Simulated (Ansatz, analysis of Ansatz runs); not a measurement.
**Mn2+ on a Ca site in CaO: hyperfine coupling against experiment**

Subject: Mn2+ on a Ca site in CaO. Wanted: its hyperfine coupling, in one set-up (PBE, 64-site cell, PBE lattice, 350 eV, k: the single point 1/4 1/4 1/4 then 2x2x2 shifted 0.5 0.5 0.5). The model is a cell of 64 host atoms with 1 Ca taken out and 1 Mn put in. The isotropic coupling follows from the spin density at the nucleus, the nuclear g-factor and the total spin. This set-up takes another basis size than the usual one.

**The experiment.** 55Mn, isotropic, printed as −80.8 10^-4 cm^-1: -242.2 MHz at 300 K, by EPR (room temperature) (quoted in “Parallel-mode EPR spectra of the hexaaqua manganese(II) Ion in tetrahedral symmetry”, 2024, Margrete Juel Henrichsen, Jesper Bendix, Høgni Weihe, quoting earlier work (1979)). The runs below try to reproduce this.

Main program and level: Ansatz 0.2.0; plane-wave PAW DFT, PBE; relaxation of all atoms of a defect supercell.

### 1. The starting structure

The cell holds 64 atoms: 31 Ca, 32 O and 1 Mn. Its edges and angles: a = 9.661 Å, b = 9.661 Å, c = 9.661 Å, α = 90.0°, β = 90.0°, γ = 90.0°. It derives from CaO (space group Fm-3m). Nearest the centre at fractional (0.500, 0.500, 0.500): Mn57 at 0.00 Å, O63 at 2.42 Å, O62 at 2.42 Å, O61 at 2.42 Å, O31 at 2.42 Å, O46 at 2.42 Å, O53 at 2.42 Å, Ca12 at 3.42 Å.

The host's primitive cell comes from a first run (plane-wave PAW DFT, PBE; relaxation of the host's cell and atoms): vectors of 3.416, 3.416 and 3.416 Å. That is 14.09 Å³ an atom. The supercell is built on it.

### 2. Relaxation, charge 0

Every later number rests on the structure around the defect, so the atoms are relaxed at the host's lattice first.

Contents of relax/input.yaml:

```yaml
relax:
  f_tol: 0.02
  max_steps: 80
  escape_saddle: false
crystal:
  lattice:
    - [9.6608253, 0.0, 0.0]
    - [0.0, 9.6608253, 0.0]
    - [0.0, 0.0, 9.6608253]
  atoms:
    - { symbol: Ca, position: [0.0, 0.0, 0.0] }
    - { symbol: Ca, position: [0.0, 0.25, 0.25] }
    - { symbol: Ca, position: [0.25, 0.0, 0.25] }
    - { symbol: Ca, position: [0.25, 0.25, 0.0] }
    - { symbol: O, position: [0.0, 0.0, 0.25] }
    - { symbol: O, position: [0.0, 0.25, 0.0] }
    - { symbol: O, position: [0.25, 0.0, 0.0] }
    - { symbol: O, position: [0.25, 0.25, 0.25] }
    - { symbol: Ca, position: [0.0, 0.0, 0.5] }
    - { symbol: Ca, position: [0.0, 0.25, 0.75] }
    - { symbol: Ca, position: [0.25, 0.0, 0.75] }
    - { symbol: Ca, position: [0.25, 0.25, 0.5] }
    - { symbol: O, position: [0.0, 0.0, 0.75] }
    - { symbol: O, position: [0.0, 0.25, 0.5] }
    - { symbol: O, position: [0.25, 0.0, 0.5] }
    - { symbol: O, position: [0.25, 0.25, 0.75] }
    - { symbol: Ca, position: [0.0, 0.5, 0.0] }
    - { symbol: Ca, position: [0.0, 0.75, 0.25] }
    - { symbol: Ca, position: [0.25, 0.5, 0.25] }
    - { symbol: Ca, position: [0.25, 0.75, 0.0] }
    - { symbol: O, position: [0.0, 0.5, 0.25] }
    - { symbol: O, position: [0.0, 0.75, 0.0] }
    - { symbol: O, position: [0.25, 0.5, 0.0] }
    - { symbol: O, position: [0.25, 0.75, 0.25] }
    - { symbol: Ca, position: [0.0, 0.5, 0.5] }
    - { symbol: Ca, position: [0.0, 0.75, 0.75] }
    - { symbol: Ca, position: [0.25, 0.5, 0.75] }
    - { symbol: Ca, position: [0.25, 0.75, 0.5] }
    - { symbol: O, position: [0.0, 0.5, 0.75] }
    - { symbol: O, position: [0.0, 0.75, 0.5] }
    - { symbol: O, position: [0.25, 0.5, 0.5] }
    - { symbol: O, position: [0.25, 0.75, 0.75] }
    - { symbol: Ca, position: [0.5, 0.0, 0.0] }
    - { symbol: Ca, position: [0.5, 0.25, 0.25] }
    - { symbol: Ca, position: [0.75, 0.0, 0.25] }
    - { symbol: Ca, position: [0.75, 0.25, 0.0] }
    - { symbol: O, position: [0.5, 0.0, 0.25] }
    - { symbol: O, position: [0.5, 0.25, 0.0] }
    - { symbol: O, position: [0.75, 0.0, 0.0] }
    - { symbol: O, position: [0.75, 0.25, 0.25] }
    - { symbol: Ca, position: [0.5, 0.0, 0.5] }
    - { symbol: Ca, position: [0.5, 0.25, 0.75] }
    - { symbol: Ca, position: [0.75, 0.0, 0.75] }
    - { symbol: Ca, position: [0.75, 0.25, 0.5] }
    - { symbol: O, position: [0.5, 0.0, 0.75] }
    - { symbol: O, position: [0.5, 0.25, 0.5] }
    - { symbol: O, position: [0.75, 0.0, 0.5] }
    - { symbol: O, position: [0.75, 0.25, 0.75] }
    - { symbol: Ca, position: [0.5, 0.5, 0.0] }
    - { symbol: Ca, position: [0.5, 0.75, 0.25] }
    - { symbol: Ca, position: [0.75, 0.5, 0.25] }
    - { symbol: Ca, position: [0.75, 0.75, 0.0] }
    - { symbol: O, position: [0.5, 0.5, 0.25] }
    - { symbol: O, position: [0.5, 0.75, 0.0] }
    - { symbol: O, position: [0.75, 0.5, 0.0] }
    - { symbol: O, position: [0.75, 0.75, 0.25] }
    - { symbol: Mn, position: [0.5, 0.5, 0.5], spin: 5.0 }
    - { symbol: Ca, position: [0.5, 0.75, 0.75] }
    - { symbol: Ca, position: [0.75, 0.5, 0.75] }
    - { symbol: Ca, position: [0.75, 0.75, 0.5] }
    - { symbol: O, position: [0.5, 0.5, 0.75] }
    - { symbol: O, position: [0.5, 0.75, 0.5] }
    - { symbol: O, position: [0.75, 0.5, 0.5] }
    - { symbol: O, position: [0.75, 0.75, 0.75] }
basis:
  ecutwfc: 350
  xc_grid: 2
hamiltonian:
  xc: pbe
kpoints:
  mp_grid: { grid: [1, 1, 1], shift: [0.25, 0.25, 0.25] }
magnetization:
  spin_polarized: true
  initial_magnetization: 5
  spin_locking: { lock_magnetization: hard }
scf:
  occupations: { method: fermi_dirac, width: 0.01 }
  max_iter: 120
output:
  forces: true
checkpoint:
  write: "../relax.run"
  compress: false
  write_wavefunctions: true
  write_every: 100000
```

Command:

```sh
ansatz run input.yaml --threads 2 --pin off --max-ram 4710MiB --backend cpu --events-out ev --progress --plain --runs-dir out
```

Numbers of over 12 decimals in the logs are rounded to 6 here.

Output:

```text
[... repeated set-up lines and file paths are left out, and long positions are rounded to six places ...]
Warning: basis.ecutwfc = 350 eV is below the records' recommended 420 eV, and the density's cutoff is lower with it unless basis.ecutrho_ratio is high enough to keep the records' density cutoff: compare with a run at a higher cutoff
Engine: ansatz 0.2.0, aarch64-unknown-linux-gnu
Pseudopotentials: kind: paw
Pseudopotential: Ca, paw, valence charge 10, recommended cutoff 420 eV (normal), Ca.paw.azcp
Pseudopotential: O, paw, valence charge 6, recommended cutoff 420 eV (normal), O.paw.azcp
Pseudopotential: Mn, paw, valence charge 15, recommended cutoff 420 eV (normal), Mn.paw.azcp
Functional definition: PBE
  parameter kappa = 0.804
  parameter beta = 0.066725
  exchange = pbe_x(kappa = kappa, mu = beta*pi^2/3)
  correlation = pbe_c(beta = beta)
Crystal: 64 atoms, lattice volume = 901.660 Å³
Basis set: ecut = 350 eV, 13397 PW (Γ), exchange–correlation on 120×120×120 points (8 copies of the dense FFT grid, shifted against one another)
Bands: 325, of which v1, the nominal top of the filled ones, is band 259 counted from 1 (258 counted from 0)
Symmetry: 12 space group operations
k-points: 1
Non-local potential: Ca, projectors of the file, l = 0: 3, l = 1: 2, l = 2: 2
Non-local potential: O, projectors of the file, l = 0: 2, l = 1: 2, l = 2: 1
Non-local potential: Mn, projectors of the file, l = 0: 3, l = 1: 2, l = 2: 3, l = 3: 1
PAW form: soft (Blöchl's): semilocal exchange-correlation on the pseudo side does not see the compensation charge
PAW one-centre angular grid: Ca, 110 points (default); XC on 64 Gauss nodes
PAW one-centre angular grid: O, 110 points (default); XC on 64 Gauss nodes
PAW one-centre angular grid: Mn, 590 points (default); XC on 64 Gauss nodes
Initial density: superposition of atomic densities (chi_scale 0.1, normalization cell, long waves kept (reshape's long-wave potential 0.06 eV rms))
Starting moments: Σ|m| = 5 μB on 1 of 64 sites
Initial wavefunctions: pseudopotential atomic-orbital guess
Functional: x = pbe(κ = 0.804, μ = 0.219515), c = pbe(β = 0.066725)
SCF iter   1: F=—  HF=-78504.315884 eV  |F-HF|=—  |Δ(HF+E_count)|=         —  Δρ=5.30e-2 (↑5.30e-2 ↓5.27e-2)  dr2=9.35e1  dr2_m=6.62e-2  M=5.000 μB ∫|m|=5.017 μB  β_m=0.30  ethr=3.10e-3  ⟨swp⟩=7.0  Hψ=2728  notcnv=0  defer=82
preconditioner: auto → Resta (q_TF=auto, 2.487 Å⁻¹)  ε∞=3.5  [insulator: Δε(μ)=1.759 eV  Ē_g=16.380 eV  σ=0.010 eV  W_gap=1.00  n_scr=250 (ndim 8)  ℏωp=26.1 eV  f_vac=0.000  D(μ)=0.00/eV (n_scr^D=0)  ε∞_Penn≈3.5]
spin=Collinear: Resta preconditioning applied to the charge; magnetization (m = ρ↑ − ρ↓) channel mixes plain (no charge-response kernel on spin).
SCF iter   2: F=—  HF=-78485.106523 eV  |F-HF|=—  |Δ(HF+E_count)|=    1.92e1  Δρ=1.90e-2 (↑1.90e-2 ↓1.88e-2)  dr2=1.47e1  dr2_m=7.69e-3  M=5.000 μB ∫|m|=5.016 μB  β_m=0.36  ethr=3.10e-3  ⟨swp⟩=2.5  Hψ=1282  notcnv=0  defer=121
SCF iter   3: F=—  HF=-78482.534822 eV  |F-HF|=—  |Δ(HF+E_count)|=    2.57e0  Δρ=1.09e-2 (↑1.08e-2 ↓1.09e-2)  dr2=5.09e0  dr2_m=4.01e-3  M=5.000 μB ∫|m|=5.025 μB  β_m=0.60  ethr=2.85e-3  ⟨swp⟩=3.0  Hψ=1170  notcnv=0  defer=121
SCF iter   4: F=—  HF=-78482.421518 eV  |F-HF|=—  |Δ(HF+E_count)|=   1.13e-1  Δρ=3.83e-3 (↑3.83e-3 ↓3.58e-3)  dr2=4.05e-1  dr2_m=1.77e-3  M=5.000 μB ∫|m|=5.045 μB  β_m=0.67  ethr=9.84e-4  ⟨swp⟩=4.5  Hψ=1176  notcnv=0  defer=121
SCF iter   5: F=—  HF=-78482.520071 eV  |F-HF|=—  |Δ(HF+E_count)|=   9.86e-2  Δρ=2.20e-3 (↑2.05e-3 ↓2.20e-3)  dr2=1.47e-1  dr2_m=7.95e-4  M=5.000 μB ∫|m|=5.052 μB  β_m=0.62  ethr=7.82e-5  ⟨swp⟩=4.5  Hψ=1034  notcnv=0  defer=118
SCF iter   6: F=—  HF=-78482.528391 eV  |F-HF|=—  |Δ(HF+E_count)|=         —  Δρ=4.39e-4 (↑4.39e-4 ↓3.28e-4)  dr2=3.66e-3  dr2_m=9.75e-5  M=5.000 μB ∫|m|=5.055 μB  β_m=0.62  ethr=2.85e-5  ⟨swp⟩=2.0  Hψ=924  notcnv=0  defer=118
SCF iter   7: F=—  HF=-78482.532302 eV  |F-HF|=—  |Δ(HF+E_count)|=   3.91e-3  Δρ=1.83e-4 (↑1.83e-4 ↓1.69e-4)  dr2=8.31e-4  dr2_m=1.25e-5  M=5.000 μB ∫|m|=5.056 μB  β_m=0.76  ethr=7.08e-7  ⟨swp⟩=2.5  Hψ=1183  notcnv=0  defer=118
SCF iter   8: F=—  HF=-78482.533677 eV  |F-HF|=—  |Δ(HF+E_count)|=   1.37e-3  Δρ=1.45e-4 (↑1.45e-4 ↓8.74e-5)  dr2=3.11e-4  dr2_m=1.20e-5  M=5.000 μB ∫|m|=5.056 μB  β_m=0.68  ethr=1.61e-7  ⟨swp⟩=2.0  Hψ=1182  notcnv=0  defer=118
SCF iter   9: F=—  HF=-78482.533774 eV  |F-HF|=—  |Δ(HF+E_count)|=   9.70e-5  Δρ=1.98e-5 (↑1.98e-5 ↓1.45e-5)  dr2=4.66e-6  dr2_m=4.81e-7  M=5.000 μB ∫|m|=5.056 μB  β_m=0.82  ethr=6.01e-8  ⟨swp⟩=2.0  Hψ=1175  notcnv=0  defer=118
SCF iter  10: F=-78482.533781 eV  HF=-78482.533782 eV  |F-HF|=1.56e-6  |Δ(HF+E_count)|=   8.34e-6  Δρ=8.85e-6 (↑8.85e-6 ↓8.51e-6)  dr2=2.15e-6  dr2_m=1.61e-8  M=5.000 μB ∫|m|=5.056 μB  ethr=9.02e-10  ⟨swp⟩=1.0  Hψ=1824  notcnv=0
SCF 1 converged in 10 iterations: F = -78482.533781 eV  dr2 = 2.15e-6
  greatest PAW one-centre occupation: 1.003 electrons in one spin orbital (limit 2), on the Mn atom at site 56 (counted from 0), in its partial waves of l = 1
relax step   1: F+E_penalty+E_count = -78482.53378068 eV  Δ(F+E_penalty+E_count) = +0.000e0 eV  max|allowed force component| = 3.112e-1 eV/Å  Δτ_max = 0.0000 Å  (10 SCF iters, dr2 threshold 1.00e-5 eV, accepted)
[... the SCF cycles and remarks between the steps are left out from here to the last step ...]
relax step   2: F+E_penalty+E_count = -78482.61033217 eV  Δ(F+E_penalty+E_count) = -7.655e-2 eV  max|allowed force component| = 8.757e-2 eV/Å  Δτ_max = 0.0426 Å  (7 SCF iters, dr2 threshold 6.05e-6 eV, accepted)
relax step   3: F+E_penalty+E_count = -78482.61791769 eV  Δ(F+E_penalty+E_count) = -7.586e-3 eV  max|allowed force component| = 5.078e-2 eV/Å  Δτ_max = 0.0153 Å  (7 SCF iters, dr2 threshold 4.79e-7 eV, accepted)
SCF iter   1: F=—  HF=-78482.620228 eV  |F-HF|=—  |Δ(HF+E_count)|=         —  Δρ=1.31e-4 (↑1.16e-4 ↓1.31e-4)  dr2=4.30e-4  dr2_m=3.65e-6  M=5.000 μB ∫|m|=5.056 μB  β_m=0.65  ethr=4.90e-7  ⟨swp⟩=5.0  Hψ=1552  notcnv=0  defer=120
SCF iter   2: F=—  HF=-78482.619259 eV  |F-HF|=—  |Δ(HF+E_count)|=   9.69e-4  Δρ=4.49e-5 (↑3.94e-5 ↓4.49e-5)  dr2=3.40e-5  dr2_m=4.91e-7  M=5.000 μB ∫|m|=5.056 μB  β_m=0.54  ethr=8.32e-8  ⟨swp⟩=2.0  Hψ=1174  notcnv=0  defer=120
SCF iter   3: F=—  HF=-78482.619262 eV  |F-HF|=—  |Δ(HF+E_count)|=   2.71e-6  Δρ=1.95e-5 (↑1.76e-5 ↓1.95e-5)  dr2=8.79e-6  dr2_m=2.03e-7  M=5.000 μB ∫|m|=5.056 μB  β_m=0.62  ethr=6.58e-9  ⟨swp⟩=2.0  Hψ=879  notcnv=0  defer=120
SCF iter   4: F=—  HF=-78482.619263 eV  |F-HF|=—  |Δ(HF+E_count)|=   1.00e-6  Δρ=9.09e-6 (↑9.09e-6 ↓8.65e-6)  dr2=2.58e-6  dr2_m=9.61e-8  M=5.000 μB ∫|m|=5.056 μB  β_m=0.63  ethr=1.70e-9  ⟨swp⟩=2.0  Hψ=909  notcnv=0  defer=120
SCF iter   5: F=—  HF=-78482.619262 eV  |F-HF|=—  |Δ(HF+E_count)|=   3.33e-7  Δρ=2.43e-6 (↑2.24e-6 ↓2.43e-6)  dr2=1.20e-7  dr2_m=1.87e-8  M=5.000 μB ∫|m|=5.056 μB  β_m=0.76  ethr=4.98e-10  ⟨swp⟩=2.0  Hψ=895  notcnv=0  defer=120
SCF iter   6: F=-78482.619262 eV  HF=-78482.619262 eV  |F-HF|=4.34e-8  |Δ(HF+E_count)|=   2.38e-8  Δρ=1.27e-6 (↑1.18e-6 ↓1.27e-6)  dr2=5.31e-8  dr2_m=3.84e-10  M=5.000 μB ∫|m|=5.056 μB  ethr=1.93e-11  ⟨swp⟩=1.5  Hψ=1700  notcnv=0
SCF 4 converged in 6 iterations: F = -78482.619262 eV  dr2 = 5.31e-8
relax step   4: F+E_penalty+E_count = -78482.61926237 eV  Δ(F+E_penalty+E_count) = -1.345e-3 eV  max|allowed force component| = 8.519e-3 eV/Å  Δτ_max = 0.0045 Å  (6 SCF iters, accepted)
NSCF: frozen V_eff on 1 k-points
the band table was solved once a step of the walk had ended and its energy, with any forces and stress, was formed, with the checks that follow a solve (2784 applications of the Hamiltonian). They found nothing against the state; [...]
SCF converged after 6 iterations
Stability checked in part: among states of this total moment the steps that led to this state did not find it unstable. No probe was made; neither looks for a lower state of another moment (fixed_total_moment; see scf.lower_state_search)
Magnetization: 5.0000 μB (261.0000 up, 256.0000 down)
Absolute magnetization: 5.0577 μB (∫|ρ↑−ρ↓|, with the PAW one-centre terms)
Spin contamination: 0.0073 ħ² per cell (⟨S²⟩ above its minimum at these occupations)
Per-site moments (μB) at R_I (Å): [(-3.2879444262726997e-7, 0.997129), (-1.7670900988831022e-6, 0.995320), (-1.7670900991805133e-6, 0.995320), [... 61 left out ...]
Free energy (F): -78482.619262 eV
Harris-Foulkes:  -78482.619262 eV  (|F-HF|=4.34e-8)
Internal energy: -78482.619262 eV  (E = F + TS)
E sigma→0 (E₀):  -78482.619262 eV
Fermi energy:    9.992425 (↑ 10.257739, ↓ 9.261548) eV
--- Per-component energies (eV) ---
  E_band       = -3543.137373
  E_kinetic    = 14626.233681
  E_local      = -30729.887702  (includes V_loc(G=0)·N_el)
  E_nonlocal   = 3727.267947
  E_hartree    = 10414.304537
  E_xc         = -6799.408083
  E_vxc        = -8557.686335  (∫ρ·V_xc dr)
  E_paw        = -32960.810425  (= ΣΔE_a)
  E_vpaw       = -3437.766816  (= ΣTr[D̂ρ^β])
  E_aug_tail   = 0.100261  (compensation charges beyond the density's cutoff)
  E_ewald      = -36760.419478
  E_smearing   = -0.000000  (= −TS)
  E_closure    = 0.000000  (closes the sum)
  Σ components = -78482.619262   (vs F -78482.619262, Δ=0.00e0)
--- Forces (eV/Å), atoms counted from 1 ---
  atom   1  Ca    -0.00000000    -0.00000000    -0.00000000
  atom   2  Ca    -0.00042487     0.00255075     0.00255075
  [... 9 atoms left out ...]
  atom  12  Ca     0.00194464     0.00194464    -0.00024329
  [... 6 atoms left out ...]
  atom  19  Ca     0.00194464    -0.00024329     0.00194464
  [... 11 atoms left out ...]
  atom  31  O     -0.00273374     0.00036546     0.00036546
  [... 2 atoms left out ...]
  atom  34  Ca    -0.00024329     0.00194464     0.00194464
  [... 11 atoms left out ...]
  atom  46  O      0.00036546    -0.00273374     0.00036546
  [... 6 atoms left out ...]
  atom  53  O      0.00036546     0.00036546    -0.00273374
  [... 3 atoms left out ...]
  atom  57  Mn     0.00000000    -0.00000000    -0.00000000
  [... 3 atoms left out ...]
  atom  61  O     -0.00036546    -0.00036546     0.00273374
  atom  62  O     -0.00036546     0.00273374    -0.00036546
  atom  63  O      0.00273374    -0.00036546    -0.00036546
  [... 1 atom left out ...]
  max |Σ_I F_I| component: 8.67e-18 eV/Å
--- Band table (eV) ---
  k-point 0 ↑: bands = ["-71.8061", "-40.5603", "-40.5585", "-40.5585", [... 317 left out ...] "14.8971", "14.9073", "14.9295", "14.9295"]
  k-point 0 ↓: bands = ["-66.9136", "-35.7627", "-35.7603", "-35.7603", [... 317 left out ...] "14.9043", "14.9102", "14.9501", "14.9501"]
--- Relaxed structure (4 steps of the walk, 4 accepted, 0 SCFs on fresh bases) ---
  F+E_penalty+E_count = -78482.61926237 eV   max|allowed force component| = 8.519e-3 eV/Å
  atoms:
    - { symbol: Ca, position: [0, 0, 0] }
    - { symbol: Ca, position: [9.580251269728958e-6, 0.250246, 0.250246] }
    [... 9 atoms left out ...]
    - { symbol: Ca, position: [0.252054, 0.252054, 0.500008] }
    [... 6 atoms left out ...]
    - { symbol: Ca, position: [0.252054, 0.500008, 0.252054] }
    [... 11 atoms left out ...]
    - { symbol: O, position: [0.255531, 0.500001, 0.500001] }
    [... 2 atoms left out ...]
    - { symbol: Ca, position: [0.500008, 0.252054, 0.252054] }
    [... 11 atoms left out ...]
    - { symbol: O, position: [0.500001, 0.255531, 0.500001] }
    [... 6 atoms left out ...]
    - { symbol: O, position: [0.500001, 0.500001, 0.255531] }
    [... 3 atoms left out ...]
    - { symbol: Mn, position: [0.5, 0.5, 0.5] }
    [... 3 atoms left out ...]
    - { symbol: O, position: [0.499999, 0.499999, 0.744469] }
    - { symbol: O, position: [0.499999, 0.744469, 0.499999] }
    - { symbol: O, position: [0.744469, 0.499999, 0.499999] }
    [... 1 atom left out ...]
```

Run time: 1.7 min. Hardware: 2 threads of Arm Neoverse V1, shared host; peak memory 2.2 GiB.

(Part 1 of 2 ends here.)

[Logs are printed without paths, hosts, clocks, repeated set-up lines and the standing remarks that a program may print on its own settings, such as how far it seeks lower states.]

[Hosts, paths, dates, database ids (printed as entryN), source tags and the programs' standing remarks are cut or masked in the printed files.]

[For some hosts the program warned that the k-mesh of the response run may be too coarse for force constants and the static dielectric constant; such warnings are not shown here.]
